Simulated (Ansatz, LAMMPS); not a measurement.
# Static equation of state of amorphous SiO1.9 (78 atoms)

Density of this cell: 2.37 g/cm³. The cell holds 78 atoms: 27 Si and 51 O. Cell: a = 10.934 Å, b = 9.967 Å, c = 10.156 Å, α = 87.4°, β = 87.3°, γ = 88.8°. The starting structure: 78 atoms (27 Si, 51 O) placed at random at 2.26 g/cm³, melted at 5000 K for 10 ps at fixed volume with the Tersoff Si-O potential (Munetoh et al., Comput. Mater. Sci. 39, 334 (2007)). Quenched from 5000 K to 500 K at 20 K/ps and fixed volume, annealed at 2000 K for 50 ps, held 5 ps.

Calculated with Ansatz 0.2.0: Kohn-Sham DFT, PBE, PAW (set soft_1), plane waves; cutoff 420 eV, Γ point, fermi-dirac smearing of 0.05 eV. Cell and atoms were relaxed first, to V0 = 14.156 Å³ an atom at a residual P0 = 0.010 GPa. The cell was then scaled evenly, and the atoms were relaxed at each volume.

```
volume (Å³/atom)  pressure (GPa)
          12.741               ?
          13.307           2.955
          13.732           1.507
          14.581          -1.469
          15.006          -2.824
```

**Question.** Fit the third-order Birch–Murnaghan equation to the rows given and extrapolate to the withheld row.

**Working.**

Take the Eulerian strain f = ½[(V0/V)^(2/3) − 1] and the normalised pressure F = (P − P0) / [3f(1 + 2f)^(5/2)]. The third-order Birch–Murnaghan equation is then the line F = B0 + (3/2)B0(B′ − 4) f, so u = f and v = F.

| u = f | v = F (GPa) |
| --- | --- |
| 0.0210564 | 42.0551 |
| 0.0102567 | 46.2415 |
| -0.00975640 | 53.0805 |
| -0.0190505 | 54.6499 |

With n = 4: mean u = 6.2655e-4, mean v = 49.0068, Σ(u − ū)² = 0.0010051, Σ(u − ū)(v − v̄) = -0.32199. Slope b = -0.32199 / 0.0010051 = -320.35; intercept a = v̄ − b ū = 49.207.

So B0 = a = 49.2 GPa and B′ = 4 + 2b/(3a) = -0.340. At the withheld volume f = 0.03638, F = a + b f = 37.55 GPa, and P = P0 + 3f(1 + 2f)^(5/2) F.

Prediction at 12.741: 4.896 GPa. The run gave 5.011 GPa, so the fit is low by 0.11 GPa (2.3 % of the value).

Among the rows given, the largest miss of the fit is at 15.006, by 0.034 GPa (0.44 % of the range of the table).

Limits: Static cells at zero temperature; the cell shape is held. The program notes that the SCF threshold of these relaxations is loose for the stress. The quench rate of 20 K/ps is many orders above laboratory rates, so the cell is likely richer in defects and strain than a real sample. The network of bonds at the start is that of the classical potential that made the cell, and needn't be the one that DFT or experiment would give. Only the Γ point is sampled, in a cell whose shortest periodic width is 10 Å.

[Logs are printed without paths, hosts, clocks, repeated set-up lines and the standing remarks that a program may print on its own settings, such as how far it seeks lower states.]

[Hosts, paths, dates, database ids (printed as entryN), source tags and the programs' standing remarks are cut or masked in the printed files.]
